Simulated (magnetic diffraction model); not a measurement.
# Magnetic neutron pattern of TmV

Space group Fm-3m (no. 225), a = 5.5160 Å.

| site | atom | x | y | z |
| --- | --- | --- | --- | --- |
| 4b | Tm | 1/2 | 0 | 0 |
| 4a | V | 0 | 0 | 0 |

The compound is invented for this exercise: a known structure type with other elements, its cell scaled to their sizes and not relaxed.

Only Tm is taken to order (form factors of Tm3+); orders and moment sizes are assumed, and not adapted to the symmetry. Radiation: neutrons of λ = 2.52 Å, 3° to 100°; isotropic B of 0.38 Å² (Tm) and 0.57 Å² (V). Simulated constant-wavelength pattern: nuclear and magnetic terms add, the magnetic one as |2.695 fm × Σ f S⊥ exp(2πi Q·r) exp(−B s²)|², summed over all Q at one angle with the factor 1/(sin²θ cos θ). For a modulated order the moment at position r is S exp(−2πi k·r) + c.c., with S = m/2 for a sine wave of amplitude m and S = m(u + iv)/2 for moments turning in a plane, u and v being orthogonal unit vectors in it; the phase factor of the sum at Q = H + k is then exp(2πi H·r). Free-ion form factors, Sears's scattering lengths of 1992, no absorption; a label names one of the reflections at its angle. The strongest nuclear line in the range is 100, and lines under 0.2 are left out.

Assume the order k = (0 1/6 0), moments turning in the plane of [010] and [001], 6.8 μB on Tm.

Q: Where does magnetic intensity appear, and how strong is it?

| 2θ (°) | index | nuclear | magnetic |
| --- | --- | --- | --- |
| 4.36 | (0 1/6 0) | 0.0 | 3488.8 |
| 44.04 | (1 5/6 1) | 0.0 | 179.8 |
| 46.61 | (1 1 1) | 91.4 | 0.0 |
| 49.52 | (1 7/6 1) | 0.0 | 159.4 |
| 54.37 | (2 0 0) | 42.5 | 0.0 |
| 54.57 | (2 1/6 0) | 0.0 | 126.2 |
| 59.33 | (0 13/6 0) | 0.0 | 17.8 |
| 76.60 | (2 11/6 0) | 0.0 | 54.6 |
| 80.50 | (2 2 0) | 48.4 | 0.0 |
| 80.66 | (2 1/6 2) | 0.0 | 58.5 |
| 84.68 | (2 13/6 0) | 0.0 | 44.0 |
| 92.66 | (1 17/6 1) | 0.0 | 33.9 |
| 96.66 | (3 5/6 1) | 0.0 | 84.9 |
| 98.51 | (3 1 1) | 100.0 | 0.0 |

The strongest magnetic line in the range is (0 1/6 0) at 4.36° (3488.8). On top of the Lorentz factor, which all lines share, magnetic lines fade with angle because f falls: for Tm3+ it is 0.97, 0.87, 0.75 and 0.49 at sin θ/λ = 0.1, 0.2, 0.3 and 0.5 Å⁻¹, while nuclear lengths stay constant. The order has no net moment.
